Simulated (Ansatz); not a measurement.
# How Be(0001) screens a field, part 2 of 2

Aim: image plane and induced charge of Be(0001).

Ansatz 0.2.0; plane-wave DFT, PBE, Ansatz PAW.

So far. Step 8 (Atoms held, field -0.2 V/Å): The dipole is -0.0505 e·Å.

## (9) Atoms held, field 0.4 V/Å

File input.yaml:

```yaml
crystal:
  lattice:
    - [2.29, 0.0, 0.0]
    - [1.145, 1.9831981747, 0.0]
    - [0.0, 0.0, 25.17686]
  atoms:
    - { symbol: Be, position: [0.0, 0.0, 0.3574711064] }
    - { symbol: Be, position: [0.6666666667, 0.6666666667, 0.4287355532] }
    - { symbol: Be, position: [0.0, 0.0, 0.5] }
    - { symbol: Be, position: [0.6666666667, 0.6666666667, 0.5712644468] }
    - { symbol: Be, position: [0.0, 0.0, 0.6425288936] }
kpoints:
  mp_grid: { grid: [24, 24, 1] }
hamiltonian:
  xc: pbe
scf:
  occupations: { method: fermi_dirac, width: 0.1 }
  convergence: { dr2_threshold: 1.0e-10 }
efield:
  axis: 3
  dipole_correction: true
  ramp_position: 0.97
  ramp_width: 0.06
  amplitude: 0.4
output:
  forces: true
  write_potential: true
  write_density: true
  volumetric_format: npy
  elf: true
```

Command:

```sh
ansatz run input.yaml --threads 2 --pin off --max-ram 3072MiB --backend cpu --events-out ev --progress --plain --runs-dir out
```

What it wrote:

```text
[...]
Crystal: 5 atoms, lattice volume = 114.341 Å³
Basis set: ecut = 420 eV, 2221 PW (Γ), exchange–correlation on 32×32×360 points (8 copies of the dense FFT grid, shifted against one another)
Bands: 10, of which v1, the nominal top of the filled ones, is band 5 counted from 1 (4 counted from 0)
Symmetry: 6 space group operations
k-points: 61 of 576 (time reversal used)
[...]
--- Forces (eV/Å), atoms counted from 1 ---
  atom   1  Be     0.00000000     0.00000000    -0.09962519
  atom   2  Be    -0.00000000    -0.00000000     0.07373512
  atom   3  Be     0.00000000     0.00000000    -0.00110982
  atom   4  Be    -0.00000000    -0.00000000    -0.07619586
  atom   5  Be     0.00000000     0.00000000     0.10319585
  max |Σ_I F_I| component: 1.12e-7 eV/Å
--- Band table (eV; the first three rows and the last of 61) ---
[...]
[key lines of the parts left out:]
SCF converged after 10 iterations
Free energy (F): -462.820001 eV
Fermi energy:    -0.801033 eV
Dipole field:    D = 0.159943 V/Å  (p = 0.101066 e·Å, saw-weighted, corrected)
```

Run time: 12 s. Hardware: 2 threads of Arm Neoverse N1, shared host; peak memory 0.33 GiB; 25 s of CPU time.

Running mean over 1.794 Å of the planar mean, with the applied field; the ramp of the sawtooth is left out. Table of electron's electrostatic potential energy less the Fermi level by z:

| z (Å) | electron's electrostatic potential energy less the Fermi level (eV) |
| --- | --- |
| 3.5 | 3.70 |
| 4.0 | 3.90 |
| 4.5 | 4.10 |
| 5.0 | 4.30 |
| 5.5 | 4.49 |
| 6.0 | 4.66 |
| 6.5 | 4.75 |
| 7.0 | 4.55 |
| 7.5 | 3.42 |
| 8.0 | -0.0157 |
| 8.5 | -4.21 |
| 9.0 | -5.94 |
| 9.5 | -6.27 |
| 10.0 | -6.38 |
| 10.5 | -6.48 |
| 11.0 | -6.55 |
| 11.5 | -6.61 |
| 12.0 | -6.65 |
| 12.5 | -6.67 |
| 13.0 | -6.66 |
| 13.5 | -6.63 |
| 14.0 | -6.57 |
| 14.5 | -6.51 |
| 15.0 | -6.42 |
| 15.5 | -6.31 |
| 16.0 | -6.13 |
| 16.5 | -5.12 |
| 17.0 | -1.57 |
| 17.5 | 2.74 |
| 18.0 | 4.76 |
| 18.5 | 5.49 |
| 19.0 | 5.83 |
| 19.5 | 6.07 |
| 20.0 | 6.28 |
| 20.5 | 6.48 |
| 21.0 | 6.68 |
| 21.5 | 6.88 |
| 22.0 | 7.08 |

The dipole is 0.101 e·Å.

## (10) The response

This step: plane-wave DFT, PBE, Ansatz PAW; screening of a field by a metal slab (Ansatz 0.2.0).

The dipoles give the slope, and the difference of two potentials shows where the field is screened.

This step gave:

| Quantity | Value |
| --- | --- |
| equivalent conductor thickness p/(ε₀AE) | 10.06 Å |
| distance between the outer atoms | 7.177 Å |
| image plane, upper face | 1.396 Å |
| induced electrons on the upper face over ε₀E | -1.009 |
| image plane, lower face | 1.396 Å |
| induced electrons on the lower face over ε₀E | 1.009 |

The dipole of the cell by applied field:

```
applied field (V/Å)  dipole of the cell (e·Å)
             -0.200                   -0.0505
             -0.100                   -0.0253
             -0.050                   -0.0126
              0.000                         0
              0.050                    0.0126
              0.100                    0.0253
              0.200                    0.0505
              0.400                     0.101
```

Local field over the applied field, running mean. From the potentials at -0.05 and 0.05 V/Å; running mean over 1.794 Å. The local field over applied field by z:

```csv
z (Å),local field over applied field
5,0.995
6,0.959
7,0.766
8,0.314
9,0.0212
10,0.00410
11,-8.6e-4
12,1.0e-4
13,-3.4e-4
14,-8.8e-4
15,0.00451
16,0.00636
17,0.237
18,0.700
19,0.942
20,0.992
21,0.999
```

Electrons, planar mean, per unit field. The induced electron density by z:

z (Å), induced electron density (e/Å³ per V/Å) and a bar from the least value:
```
      4.5    0.00001 ###############
      5.0    0.00004 ###############
      5.5    0.00011 ###############
      6.0    0.00029 ################
      6.5    0.00075 ##################
      7.0    0.00171 ######################
      7.5    0.00312 ############################
      8.0    0.00368 ##############################
      8.5    0.00190 #######################
      9.0   -0.00056 ############
      9.5   -0.00028 ##############
     10.0    0.00031 ################
     10.5    0.00014 ###############
     11.0   -0.00020 ##############
     11.5   -0.00004 ###############
     12.0    0.00015 ###############
     12.5    0.00005 ###############
     13.0   -0.00015 ##############
     13.5   -0.00005 ##############
     14.0    0.00019 ###############
     14.5    0.00003 ###############
     15.0   -0.00033 #############
     15.5   -0.00001 ###############
     16.0    0.00071 ##################
     16.5   -0.00085 ###########
     17.0   -0.00332 #
     17.5   -0.00352 
     18.0   -0.00219 ######
     18.5   -0.00101 ##########
     19.0   -0.00041 #############
     19.5   -0.00015 ##############
     20.0   -0.00005 ##############
     20.5   -0.00002 ###############
     21.0   -0.00001 ###############
```

By hand: between -0.05 and 0.05 V/Å the dipole changes by 0.02526 e·Å, a slope of 0.2526 e·Å²/V. A perfect conductor of thickness t has p = ε₀AEt, so t = 180.95 × 0.2526 / 4.542 = 10.06 Å (e/ε₀ = 180.95 V·Å, A in Å²). Less the 7.18 Å between the outer atoms, and halved, that puts each image plane 1.44 Å out.

The induced dipole is that of a conductor 10.06 Å thick.

## (11) The same run with other settings: efield.amplitude = -0.1

This step: plane-wave DFT, PBE, Ansatz PAW (Ansatz 0.2.0).

A run with a changed input: it repeats the earlier run at 0.05 V/Å with efield.amplitude from 0.05 to -0.1.

input.yaml, as its differences from that of step 9:

```diff
@@ -23,3 +23,3 @@
   ramp_width: 0.06
-  amplitude: 0.4
+  amplitude: -0.1
 output:
@@ -29,2 +29 @@
   volumetric_format: npy
-  elf: true
```

What it wrote:

```text
[...]
Crystal: 5 atoms, lattice volume = 114.341 Å³
Basis set: ecut = 420 eV, 2221 PW (Γ), exchange–correlation on 32×32×360 points (8 copies of the dense FFT grid, shifted against one another)
Bands: 10, of which v1, the nominal top of the filled ones, is band 5 counted from 1 (4 counted from 0)
Symmetry: 6 space group operations
k-points: 61 of 576 (time reversal used)
[...]
SCF iter   1: F=—  HF=-463.530479 eV  |F-HF|=—  |Δ(HF+E_count)|=         —  Δρ=1.73e-2  dr2=4.02e0  ethr=3.10e-3  p=-0.025 e·Å  D=-4.00e-2 V/Å  ΔV_dip=1.01 eV  dr2_dipole=2.09e-5  V_vac-E_F(+/−)=8.30/9.58 eV  ⟨swp⟩=12.2  Hψ=8482  notcnv=0
[...]
SCF iter  10: F=-462.801055 eV  HF=-462.801055 eV  |F-HF|=1.25e-10  |Δ(HF+E_count)|=   1.63e-9  Δρ=3.44e-8  dr2=1.41e-12  ethr=1.00e-12  p=-0.025 e·Å  D=-4.00e-2 V/Å  ΔV_dip=1.01 eV  dr2_dipole=2.20e-15  V_vac-E_F(+/−)=4.66/5.94 eV  ⟨swp⟩=12.2  Hψ=5200  notcnv=0
SCF 1 converged in 10 iterations: F = -462.801055 eV  dr2 = 1.41e-12
[...]
SCF converged after 10 iterations
Free energy (F): -462.801055 eV
[...]
Internal energy: -462.760774 eV  (E = F + TS)
E sigma→0 (E₀):  -462.780915 eV
Entropy (-TS):   -0.040281 eV (-8.056 meV/atom)
Fermi energy:    -0.794656 eV
Dipole field:    D = -0.039970 V/Å  (p = -0.025257 e·Å, saw-weighted, corrected)
Work function:   not extracted (applied field tilts the vacuum); planar V_es + V_field profile in the machine report
[...]
--- Forces (eV/Å), atoms counted from 1 ---
  atom   1  Be     0.00000000     0.00000000    -0.10032300
  atom   2  Be    -0.00000000    -0.00000000     0.07547206
  atom   3  Be     0.00000000     0.00000000     0.00027649
  atom   4  Be     0.00000000    -0.00000000    -0.07486154
  atom   5  Be     0.00000000     0.00000000     0.09943620
  max |Σ_I F_I| component: 2.12e-7 eV/Å
--- Band table (eV; the first three rows and the last of 61) ---
[...]
```

Run time: 12 s. Hardware: 2 threads; peak memory 0.33 GiB.

Read from the output:

- energy at zero smearing: -462.7809 eV
- dipole along the normal: -0.02526 e·Å

Force by atom:

```
atom  x (eV/Å)  y (eV/Å)  z (eV/Å)   size
 Be1     0.000     0.000    -0.100  0.100
 Be2     0.000     0.000     0.075  0.075
 Be3     0.000     0.000     0.000  0.000
 Be4     0.000     0.000    -0.075  0.075
 Be5     0.000     0.000     0.099  0.099
```

```csv
quantity,this run,earlier run,difference
dipole along the normal (e·Å),-0.02526,0.01263,-0.038
```

The applied field differs, and the slope found earlier predicts a dipole of -0.0253 e·Å; this run gives -0.0253 e·Å, in line with it.

## (12) What came out

```yaml
work_function: 5.31 eV
image_plane_upper_face: 1.40 Å
induced_electrons_on_the_upper_face_over_eps_0e: -1.01
equivalent_conductor_thickness_p_eps_0ae: 10.1 Å
```

In words: The induced charge has its centre 1.40 Å outside the outermost atoms; this is the plane from which a capacitor's gap or an image potential counts. The equivalent conductor thickness exceeds the distance between the outer atoms by 2.89 Å, about the sum of the two image-plane distances. The atoms are held at bulk positions with the tabulated experimental lattice constant.

[Long decimals in the printed logs are rounded to 6 places.]

[Logs are printed without paths, hosts, clocks, repeated set-up lines and the standing remarks that a program may print on its own settings, such as how far it seeks lower states.]

[Hosts, paths, dates, database ids (printed as entryN), source tags and the programs' standing remarks are cut or masked in the printed files.]

[Maps of the electrostatic potential energy from Ansatz leave out the sawtooth potential of an applied field or a dipole correction, so their vacuum need not be flat; planar profiles and work functions include it.]
